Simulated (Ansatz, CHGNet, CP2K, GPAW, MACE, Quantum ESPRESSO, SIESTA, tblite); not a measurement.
## Codes compared on random packing of 91Li3PO4-9P3N5 (mol %) (88 atoms)

Wanted: errors and costs of other methods on random packing of 91Li3PO4-9P3N5 (mol %) (88 atoms). A plane-wave run serves as the reference.

Method: Kohn-Sham DFT, PBE, PAW, plane waves, in Ansatz 0.2.0.

**1. The starting structure**

The cell holds 88 atoms: 30 Li, 13 P, 40 O and 5 N. Cell: a = 9.863 Å, b = 9.863 Å, c = 9.863 Å, α = 90.0°, β = 90.0°, γ = 90.0°. 88 atoms (30 Li, 13 P, 40 O, 5 N) packed at random in a cube at 2.29 g/cm³ and pushed apart as soft spheres, cations and anions kept from their own kind; a start for melting by ab initio MD, not an equilibrated structure. Then every atom was moved at random, 0.05 Å r.m.s. a Cartesian component.

Structure file:

```cif
data_structure
_symmetry_space_group_name_H-M 'P 1'
_symmetry_Int_Tables_number 1
_cell_length_a 9.8630
_cell_length_b 9.8630
_cell_length_c 9.8630
_cell_angle_alpha 90.000
_cell_angle_beta 90.000
_cell_angle_gamma 90.000
_cell_volume 959.46
loop_
_atom_site_label
_atom_site_type_symbol
_atom_site_fract_x
_atom_site_fract_y
_atom_site_fract_z
_atom_site_occupancy
Li1 Li 0.95642 0.68802 0.53714 1
Li2 Li 0.71982 0.90699 0.02866 1
Li3 Li 0.60699 0.66033 0.62101 1
Li4 Li 0.45255 0.83566 0.73053 1
Li5 Li 0.41327 0.77295 0.24593 1
Li6 Li 0.96663 0.35614 0.60472 1
Li7 Li 0.24482 0.67426 0.69461 1
Li8 Li 0.31560 0.38591 0.67673 1
Li9 Li 0.65076 0.22917 0.49197 1
Li10 Li 0.40854 0.18162 0.86201 1
Li11 Li 0.88808 0.47859 0.97721 1
Li12 Li 0.51900 0.45827 0.76479 1
Li13 Li 0.96747 0.65479 0.24552 1
Li14 Li 0.90018 0.74503 0.00624 1
Li15 Li 0.34619 0.46609 0.18118 1
Li16 Li 0.14312 0.46497 0.95627 1
Li17 Li 0.23835 0.83793 0.95282 1
Li18 Li 0.85059 0.91178 0.53066 1
Li19 Li 0.72917 0.07792 0.21257 1
Li20 Li 0.13218 0.21804 0.74618 1
Li21 Li 0.15253 0.55920 0.37957 1
Li22 Li 0.13376 0.83340 0.32476 1
Li23 Li 0.72928 0.04289 0.81614 1
Li24 Li 0.70491 0.33081 0.08267 1
Li25 Li 0.19806 0.20908 0.00101 1
Li26 Li 0.74353 0.46666 0.55658 1
Li27 Li 0.74065 0.74985 0.22598 1
Li28 Li 0.37397 0.41421 0.42648 1
Li29 Li 0.39439 0.97467 0.38347 1
Li30 Li 0.19694 0.90127 0.56212 1
P31 P 0.06709 0.14733 0.47125 1
P32 P 0.97005 0.03560 0.72829 1
P33 P 0.74064 0.46411 0.30001 1
P34 P 0.92552 0.20721 0.90301 1
P35 P 0.51121 0.98864 0.14805 1
P36 P 0.57162 0.03981 0.62980 1
P37 P 0.69216 0.63094 0.88021 1
P38 P 0.08155 0.03728 0.20692 1
P39 P 0.90831 0.28342 0.23850 1
P40 P 0.45294 0.59101 0.96647 1
P41 P 0.38452 0.19944 0.23902 1
P42 P 0.99335 0.95639 0.96649 1
P43 P 0.04625 0.77043 0.80948 1
O44 O 0.88376 0.83802 0.84057 1
O45 O 0.59134 0.21916 0.75542 1
O46 O 0.58489 0.05443 0.00448 1
O47 O 0.34115 0.52659 0.78057 1
O48 O 0.15244 0.72245 0.16462 1
O49 O 0.73533 0.46042 0.75313 1
O50 O 0.02910 0.84194 0.65612 1
O51 O 0.26985 0.58559 0.97939 1
O52 O 0.56377 0.04246 0.46738 1
O53 O 0.84899 0.25763 0.40021 1
O54 O 0.80476 0.03398 0.39009 1
O55 O 0.15190 0.23563 0.22172 1
O56 O 0.33423 0.05821 0.99912 1
O57 O 0.34489 0.94598 0.17628 1
O58 O 0.95900 0.17282 0.07871 1
O59 O 0.66248 0.78228 0.82499 1
O60 O 0.99704 0.40666 0.30630 1
O61 O 0.50488 0.27039 0.40899 1
O62 O 0.13745 0.06878 0.88484 1
O63 O 0.17995 0.03937 0.41680 1
O64 O 0.13760 0.69701 0.54511 1
O65 O 0.11383 0.04839 0.64795 1
O66 O 0.91644 0.90758 0.17659 1
O67 O 0.23970 0.90271 0.77550 1
O68 O 0.38190 0.93536 0.59705 1
O69 O 0.75329 0.22480 0.92414 1
O70 O 0.78666 0.76626 0.42480 1
O71 O 0.79846 0.14706 0.59378 1
O72 O 0.77011 0.59613 0.05599 1
O73 O 0.23743 0.32836 0.85178 1
O74 O 0.49573 0.34800 0.91603 1
O75 O 0.20401 0.34874 0.51067 1
O76 O 0.46280 0.61534 0.50945 1
O77 O 0.55077 0.80790 0.07571 1
O78 O 0.61998 0.89950 0.30836 1
O79 O 0.55523 0.23765 0.17450 1
O80 O 0.46103 0.59639 0.28401 1
O81 O 0.28005 0.70155 0.36059 1
O82 O 0.53087 0.99158 0.80133 1
O83 O 0.79949 0.66831 0.66162 1
N84 N 0.94163 0.35015 0.83072 1
N85 N 0.34327 0.15582 0.67162 1
N86 N 0.01647 0.57478 0.76345 1
N87 N 0.66524 0.88016 0.60932 1
N88 N 0.54687 0.45371 0.12541 1
```

**2. Plane-wave reference**

The PAW files are the set soft_2.

input.yaml

```yaml
crystal:
  lattice:
    - [9.863, 0.0, 0.0]
    - [0.0, 9.863, 0.0]
    - [0.0, 0.0, 9.863]
  atoms:
    - { symbol: Li, position: [0.95642, 0.68802, 0.53714] }
    - { symbol: Li, position: [0.71982, 0.90699, 0.02866] }
    - { symbol: Li, position: [0.60699, 0.66033, 0.62101] }
    - { symbol: Li, position: [0.45255, 0.83566, 0.73053] }
    [... 78 atom lines left out ...]
    - { symbol: O, position: [0.79949, 0.66831, 0.66162] }
    - { symbol: "N", position: [0.94163, 0.35015, 0.83072] }
    - { symbol: "N", position: [0.34327, 0.15582, 0.67162] }
    - { symbol: "N", position: [0.01647, 0.57478, 0.76345] }
    - { symbol: "N", position: [0.66524, 0.88016, 0.60932] }
    - { symbol: "N", position: [0.54687, 0.45371, 0.12541] }
kpoints:
  mp_grid: { grid: [1, 1, 1] }
hamiltonian:
  xc: pbe
scf:
  occupations: { method: fermi_dirac, width: 0.05 }
output:
  forces: true
  eigenvalues: true
  populations: true
  stress: true
```

The run is started by

```sh
$ ansatz run input.yaml --threads 8 --pin off --max-ram 15872MiB --backend cpu --events-out ev --progress --plain --runs-dir out
```

Numbers of over 12 decimals in the logs are rounded to 6 here.

Output:

```text
[...]
Pseudopotentials: kind: paw
Pseudopotential: Li, paw, valence charge 3, recommended cutoff 420 eV (normal), Li.paw.azcp
Pseudopotential: P, paw, valence charge 5, recommended cutoff 420 eV (normal), P.paw.azcp
Pseudopotential: O, paw, valence charge 6, recommended cutoff 420 eV (normal), O.paw.azcp
Pseudopotential: N, paw, valence charge 5, recommended cutoff 420 eV (normal), N.paw.azcp
[...]
Crystal: 88 atoms, lattice volume = 959.460 Å³
Basis set: ecut = 420 eV, 18805 PW (Γ), exchange–correlation on 144×144×144 points (8 copies of the dense FFT grid, shifted against one another)
Bands: 298, of which v1, the nominal top of the filled ones, is band 210 counted from 1 (209 counted from 0)
Symmetry: 1 space group operations
Space group: P1 (ITA 1), of the structure as read, at distance tolerance 9.9e-5 Å
k-points: 1
[...]
Initial density: superposition of atomic densities (neutral atoms: chi_scale 0, normalization atom), corrected by the library's trained network
Initial wavefunctions: pseudopotential atomic-orbital guess
[...]
SCF iter   1: F=—  HF=-40515.628356 eV  |F-HF|=—  |Δ(HF+E_count)|=         —  Δρ=1.70e-2  dr2=3.26e0  ethr=1.77e-3  ⟨swp⟩=8.0  Hψ=1519  notcnv=0  defer=44
preconditioner: auto → LDOS  [metal: Δε(μ)=0.049 eV  Ē_g=11.641 eV  σ=0.050 eV  W_gap=0.24  n_scr=202 (ndim 8)  ℏωp=22.7 eV  f_vac=0.027  D(μ)=49.93/eV (n_scr^D=460)  β→1.0]
[...]
SCF iter  14: F=—  HF=-40515.282108 eV  |F-HF|=—  |Δ(HF+E_count)|=   2.13e-9  Δρ=3.31e-6  dr2=1.11e-7  ethr=1.00e-10  ⟨swp⟩=2.0  Hψ=366  notcnv=0  defer=63
SCF iter  15: F=-40515.282108 eV  HF=-40515.282108 eV  |F-HF|=2.82e-8  |Δ(HF+E_count)|=   3.55e-9  Δρ=1.77e-6  dr2=3.47e-8  ethr=2.38e-11  ⟨swp⟩=14.0  Hψ=1422  notcnv=0
SCF 1 converged in 15 iterations: F = -40515.282108 eV  dr2 = 3.47e-8
[...]
SCF converged after 15 iterations
Free energy (F): -40515.282108 eV
Harris-Foulkes:  -40515.282108 eV  (|F-HF|=2.82e-8)
Internal energy: -40514.805487 eV  (E = F + TS)
E sigma→0 (E₀):  -40515.043797 eV
Entropy (-TS):   -0.476621 eV (-5.416 meV/atom)
Fermi energy:    4.301092 eV
--- Per-component energies (eV) ---
[...]
Σ components = -40515.282108   (vs F -40515.282108, Δ=0.00e0)
--- Forces (eV/Å), atoms counted from 1 ---
  atom   1  Li    -1.07562864     0.06974243     0.70721323
  atom   2  Li    -0.82571635    -0.33104851    -0.54549054
  atom   3  Li     0.56007547     1.22370462    -0.82752620
  atom   4  Li    -0.03614114     0.15859290     0.66482751
[...]
atom  88  N     -1.34836799     1.03069640    -0.19183141
  max |Σ_I F_I| component: 1.39e-4 eV/Å
--- Stress (GPa, compression-positive) ---
       -3.790135      -0.050062      -1.818832
       -0.050062      -3.642742      -1.740380
       -1.818832      -1.740381      -2.917677
  P = ⅓ Tr σ = -3.4502 GPa (-34.502 kbar)
--- Band table (eV) ---
  k-point 0: bands = ["-42.0681", "-41.9210", "-41.8021", "-41.5857", [... 282 levels ...], "12.9015", "13.0581", "13.1124", "13.2354", "13.3420", "13.4582", "13.5409", "13.5981", "13.6157", "13.6720", "13.7577", "13.8594"]
--- Löwdin populations: 88 sites ---
  site symbol       q [e]
     0     Li      2.2932
     1     Li      2.2816
     2     Li      2.2737
[...]
87      N      5.4434
  spilling = 0.010928 (of n_electrons = 420.000000)
```

Elapsed: 7.5 s, on 8 threads of Arm Neoverse V2, shared host; peak memory 1.2 GiB.

Reading the cycles: dr2 is the Hartree energy of the density residual (eV), the measure of convergence; HF is the Harris–Foulkes estimate of the energy, which meets the free energy F at convergence.

Read from the output:

```
free energy                             : -40515.2821 eV
free energy per atom                    : -460.4009 eV/atom
SCF cycles                              : 15
pressure                                : -3.45 GPa
r.m.s. force component                  : 1.469 eV/Å
longest force                           : 5.411 eV/Å
Fermi energy                            : 4.301 eV
levels partly filled by over 2 per cent : 11
spilling of the projection              : 0.01093
```

Length of the force by element:

| element | coordination | atoms | mean length of the force (eV/Å) | spread | least | most |
| --- | --- | --- | --- | --- | --- | --- |
| Li | all | 30 | 1.06 | 0.302 | 0.381 | 1.58 |
| N | all | 5 | 2.61 | 0.958 | 1.64 | 4.27 |
| O | all | 40 | 2.54 | 1.09 | 0.926 | 5.35 |
| P | all | 13 | 3.52 | 1.45 | 0.991 | 5.41 |

Löwdin charges by element (they lack the spilled electrons, 0.052 e an atom on average):

| element | coordination | atoms | mean charge (e) | spread | least | most |
| --- | --- | --- | --- | --- | --- | --- |
| Li | all | 30 | 0.718 | 0.0164 | 0.661 | 0.739 |
| N | all | 5 | -0.530 | 0.160 | -0.809 | -0.326 |
| O | all | 40 | -0.665 | 0.0973 | -0.887 | -0.474 |
| P | all | 13 | 0.946 | 0.358 | 0.130 | 1.53 |

The levels nearest the highest filled one (over half full), pooled over k-points and spins:

| level less the highest filled one (eV) | occupation |
| --- | --- |
| -0.181 | 1.96 |
| -0.132 | 1.90 |
| -0.117 | 1.86 |
| -0.065 | 1.65 |
| -0.0456 | 1.53 |
| 0 | 1.13 |
| 0.0433 | 0.705 |
| 0.0647 | 0.524 |
| 0.0776 | 0.431 |
| 0.132 | 0.17 |
| 0.162 | 0.096 |
| 0.215 | 0.034 |

The run ends at a pressure of -3.45 GPa, with forces up to 5.4 eV/Å.

**3. Structure statistics**

Density 2.29 g/cm³, 10.90 Å³ an atom.

g(r), total and by pair (bins of 0.2 Å):

| r (Å) | total | O-O | O-Li | O-P | O-N | Li-Li | Li-P |
| --- | --- | --- | --- | --- | --- | --- | --- |
| 1.50 | 0.04 | 0.00 | 0.00 | 0.00 | 0.00 | 0.00 | 0.00 |
| 1.70 | 0.58 | 0.00 | 0.53 | 3.10 | 0.00 | 0.00 | 0.00 |
| 1.90 | 1.38 | 0.00 | 3.65 | 1.43 | 0.00 | 0.00 | 0.00 |
| 2.10 | 0.97 | 0.62 | 1.54 | 1.65 | 0.40 | 0.00 | 0.00 |
| 2.30 | 1.25 | 2.34 | 1.15 | 1.25 | 1.75 | 0.16 | 0.35 |
| 2.50 | 1.86 | 1.30 | 1.32 | 1.54 | 2.15 | 3.13 | 2.82 |
| 2.70 | 0.97 | 0.72 | 0.96 | 0.49 | 1.31 | 1.19 | 1.64 |
| 2.90 | 0.79 | 0.87 | 0.60 | 0.44 | 1.83 | 0.90 | 1.17 |
| 3.10 | 0.81 | 0.80 | 0.69 | 0.91 | 1.40 | 0.89 | 0.91 |
| 3.30 | 0.93 | 1.21 | 0.67 | 1.16 | 1.39 | 0.71 | 0.99 |
| 3.50 | 0.96 | 0.94 | 0.93 | 0.90 | 0.64 | 1.18 | 0.79 |
| 3.70 | 1.07 | 1.12 | 1.07 | 0.95 | 0.84 | 0.98 | 1.50 |
| 3.90 | 0.99 | 1.23 | 0.99 | 0.58 | 0.64 | 1.40 | 1.21 |
| 4.10 | 1.05 | 1.10 | 1.27 | 1.24 | 0.79 | 0.51 | 1.05 |
| 4.30 | 0.91 | 0.69 | 0.91 | 1.26 | 0.72 | 0.92 | 0.69 |
| 4.50 | 1.06 | 0.91 | 1.11 | 1.46 | 1.04 | 0.97 | 0.87 |
| 4.70 | 0.97 | 0.91 | 0.95 | 1.00 | 0.95 | 0.81 | 1.10 |

**4. The other programs**

The programs:
- CHGNet: machine-learned potential, published weights.
- CP2K 2026.2: Gaussian basis with GTH pseudopotentials and a plane-wave density; labels give functional, basis (MOLOPT sets; SR short-range, UZH the newer set with its own potentials), grid cutoff/relative cutoff and solver (OT: orbital transformation; TRS4, TC2, SIGN: linear-scaling purification with its sparsity filter), or its built-in tight binding.
- GPAW 26.7.0: PAW with atomic orbitals (LCAO), plane waves or a real-space grid of spacing h.
- MACE: machine-learned potential, published weights.
- Quantum ESPRESSO 7.5: plane waves; labels (QE) give functional, pseudopotential set and cutoffs of waves/density.
- SIESTA 5.4.2: numerical atomic orbitals, whose automatically made sets are far from complete, with PseudoDojo norm-conserving potentials that we converted to its format (checked against plane waves on the same files for H, C, O, Si, Ge and Ca alone); labels give functional, basis size, energy shift and mesh cutoff.
- tblite 0.8.0: extended tight binding, driven from Python.

All use the same cell and atoms; the electronic-structure runs use the same k-mesh, and an electronic temperature of 580 K (0.05 eV) where levels are smeared.

Differences are against the plane-wave reference, forces as r.m.s. over components; share is that over the reference's r.m.s. force, slope the least-squares factor from reference forces to these. Total energies of different programs have different zeros and aren't compared.

| run | Δ force, r.m.s. (meV/Å) | share (%) | slope | Δ pressure (GPa) | cores | CPU time | memory (GiB) |
| --- | --- | --- | --- | --- | --- | --- | --- |
| reference | - | - | - | - | 8 | 50 s | 1.2 |
| CHGNet r2SCAN potential | 641 | 43.6 | 1.150 | -2.09 | 1 | 5.1 s | 1.6 |
| CP2K PBE, DZVP-MOLOPT-SR, 280/50 Ry, diagonalisation (coarse) | 111 | 7.56 | 0.991 | 1.26 | 2 | 23 min | 0.99 |
| CP2K PBE, DZVP-MOLOPT-SR, 800/50 Ry, diagonalisation | 63.1 | 4.30 | 0.992 | 0.852 | 4 | 35 min | 5.2 |
| CP2K PBE, SZV-MOLOPT-SR, 800/50 Ry, diagonalisation (coarse) | 1845 | 126 | 0.308 | 22.6 | 2 | 14 min | 4 |
| GPAW PBE, LCAO dzp, h 0.18 Å | 326 | 22.2 | 0.899 | - | 1 | 8.1 min | 1.5 |
| GPAW PBE, LCAO sz(dzp), h 0.18 Å (coarse) | 1930 | 131 | 0.268 | - | 1 | 2 min | 1.1 |
| MACE MP-0b2 small potential | 484 | 32.9 | 1.011 | 2.18 | 1 | 7.2 s | 0.67 |
| MACE MPA-0 medium potential | 356 | 24.2 | 0.981 | 1.08 | 1 | 9.2 s | 1.2 |
| QE PBE, sssp-1.3.0-efficiency, 60/480 Ry | 29.4 | 2.00 | 0.991 | -0.108 | 4 | 33 min | 2.7 |
| SIESTA PBE, DZP, shift 0.01 Ry, mesh 500 Ry | 439 | 29.9 | 0.846 | 1.59 | 2 | 20 min | 2.5 |
| SIESTA PBE, SZ, shift 0.01 Ry, mesh 500 Ry (coarse) | 1940 | 132 | 0.277 | 13.3 | 1 | 4.2 min | 0.93 |
| SIESTA PBE, SZ, shift 0.02 Ry, mesh 500 Ry (coarse) | 1787 | 122 | 0.335 | 6.23 | 1 | 3.7 min | 0.81 |
| tblite GFN1-xTB | 647 | 44.0 | 1.054 | -5.49 | 1 | 6.1 s | 0.12 |

Rows marked coarse were listed beforehand as settings not expected to be converged; some can still land near the reference.

Times of the machine-learned potentials are mostly Python's start and the loading of weights.

CPU time is summed over cores on a shared host, where runs went side by side, so it is rough. Symmetry, cutoffs, thresholds, outputs and thread counts weren't matched or tuned between programs; memory under MPI is the largest rank's times the ranks.

Runs without a result: CP2K GFN1-xTB, diagonalisation (not converged, the SCF not settling).

Mean charges by element (e), by run and scheme:

| run | scheme | Li | P | O | N |
| --- | --- | --- | --- | --- | --- |
| reference | Löwdin | +0.72 | +0.95 | -0.66 | -0.53 |
| CP2K PBE, DZVP-MOLOPT-SR, 800/50 Ry, diagonalisation | Mulliken | +0.50 | +0.40 | -0.47 | -0.27 |
| CP2K PBE, DZVP-MOLOPT-SR, 800/50 Ry, diagonalisation | Hirshfeld | +0.15 | +0.36 | -0.22 | -0.09 |
| SIESTA PBE, DZP, shift 0.01 Ry, mesh 500 Ry | Hirshfeld | +0.06 | +0.35 | -0.15 | -0.04 |
| tblite GFN1-xTB | Mulliken | +0.35 | +0.46 | -0.41 | -0.05 |

The reference's Löwdin charges lack the electrons that the projection spills, 0.052 e an atom on average.

Within one program, basis, potentials and functional, energies share a zero. Each run against its twin at the usual cutoff or grid and solver:

| run | twin | Δ energy (meV/atom) | Δ force, r.m.s. (meV/Å) | CPU time over the twin's |
| --- | --- | --- | --- | --- |
| CP2K PBE, DZVP-MOLOPT-SR, 280/50 Ry, diagonalisation | DZVP-MOLOPT-SR, 800/50 Ry, diagonalisation | -5.43 | 94.6 | 0.66 (this twin ran on 4 cores) |

A second geometry, displaced anew (every atom was moved at random, 0.06 Å r.m.s. a Cartesian component), gives an energy difference that all programs can be tested on. The reference puts it at -13.87 meV/atom.

| run | energy less the first geometry's (meV/atom) | error (meV/atom) | force share at the second geometry (%) |
| --- | --- | --- | --- |
| CHGNet r2SCAN potential | -17.84 | -3.97 | 47.2 |
| QE PBE, sssp-1.3.0-efficiency, 60/480 Ry | -13.85 | 0.0245 | 1.88 |
| SIESTA PBE, DZP, shift 0.01 Ry, mesh 500 Ry | -11.01 | 2.86 | 29.9 |
| CP2K PBE, DZVP-MOLOPT-SR, 800/50 Ry, diagonalisation | -14.10 | -0.234 | 4.53 |
| GPAW PBE, LCAO dzp, h 0.18 Å | -9.154 | 4.72 | 22.5 |
| MACE MP-0b2 small potential | -11.26 | 2.61 | 32.6 |
| MACE MPA-0 medium potential | -12.26 | 1.61 | 25.0 |
| SIESTA PBE, SZ, shift 0.01 Ry, mesh 500 Ry | -6.597 | 7.27 | 130 |
| SIESTA PBE, SZ, shift 0.02 Ry, mesh 500 Ry | -8.660 | 5.21 | 119 |
| GPAW PBE, LCAO sz(dzp), h 0.18 Å | -2.848 | 11.0 | 131 |
| CP2K PBE, DZVP-MOLOPT-SR, 280/50 Ry, diagonalisation | -14.36 | -0.492 | 8.21 |

**5. Outcome**

```json
{
 "reference r.m.s. force component": "1.47 eV/Å",
 "nearest in forces": "QE PBE, sssp-1.3.0-efficiency, 60/480 Ry, 2.0 %",
 "farthest in forces": "SIESTA PBE, SZ, shift 0.01 Ry, mesh 500 Ry (coarse), 132 %",
 "cheapest electronic-structure run beside the reference": "tblite GFN1-xTB, 6.1 s of CPU time"
}
```

PBE on plane waves or a grid with other potentials, cutoffs or grids, coarse settings apart, differs from the reference by 2.0 % (QE PBE, sssp-1.3.0-efficiency, 60/480 Ry) of the r.m.s. force; this holds the reference's own error, so differences of a few per cent don't tell which side is nearer the exact PBE result (QE's 60 Ry are 816 eV, against the reference's 420 eV). The PBE runs in local orbitals, coarse settings apart, differ by 4.3 % (CP2K PBE, DZVP-MOLOPT-SR, 800/50 Ry, diagonalisation) to 30 % (SIESTA PBE, DZP, shift 0.01 Ry, mesh 500 Ry); basis, grid and potentials can all enter. Tight binding differs by 44 % (tblite GFN1-xTB); it is another model, with fitted parameters of its own, and the xTB methods hold dispersion. Machine-learned potentials differ by 24 % (MACE MPA-0 medium potential) to 44 % (CHGNet r2SCAN potential); they were trained on other programs' data, some at another functional. CP2K PBE, DZVP-MOLOPT-SR, 800/50 Ry, diagonalisation needed 90 SCF steps, so its time overstates the method's usual cost. Runs with settings chosen to be coarse differ by 7.6 % (CP2K PBE, DZVP-MOLOPT-SR, 280/50 Ry, diagonalisation) to 132 % (SIESTA PBE, SZ, shift 0.01 Ry, mesh 500 Ry), their programs' other errors included. One electronic-structure run takes under half the reference's CPU time: tblite GFN1-xTB, at 44 % in 6.1 s against 50 s; its pressure misses by -5.5 GPa. GPAW PBE, LCAO dzp, h 0.18 Å softens the forces by a factor of 0.90 while following their directions (correlation 0.977). In pressure, CP2K PBE, SZV-MOLOPT-SR, 800/50 Ry, diagonalisation misses by +22.6 GPa, at the same functional. Charges hang on model, scheme and program or settings: among these rows the mean for Li runs from +0.06 to +0.72 e. The energy difference between the two geometries, -13.9 meV/atom in the reference, is met best by QE PBE, sssp-1.3.0-efficiency, 60/480 Ry (+0.0245) and worst by GPAW PBE, LCAO sz(dzp), h 0.18 Å (coarse) (+11). In the reference: 11 levels are partly filled, by over 2 % (at Γ alone): at this level the cell shows no clear gap. Levels of broken or missing bonds inside a gap of the host would look the same. In the reference: mean Löwdin charges: Li +0.72, N -0.53, O -0.66, P +0.95 e (they miss 1.1 % of the electrons, so they add up to more than the cell's charge). Periodic xTB results under one method name differ between programs and library versions. The potentials hold different valence shells: 420 electrons in the reference, 360 in GPAW; this bears on time and differences. Machine-learned potentials mimic data converged in k, so the reference's own k-point error enters their differences. The reference's pressure of -3.5 GPa belongs to a cell and atoms that aren't relaxed at this level. The electronic-structure runs sample only Γ, in a cell whose shortest periodic width is 10 Å, which is coarse for a cell with partly filled levels.

[Also dropped from logs without a mark: logging warnings of Python, and SIESTA's first energy breakdown and zero terms.]

[Logs are printed without paths, hosts, clocks, repeated set-up lines and the standing remarks that a program may print on its own settings, such as how far it seeks lower states.]

[Hosts, paths, dates, database ids (printed as entryN), source tags and the programs' standing remarks are cut or masked in the printed files.]
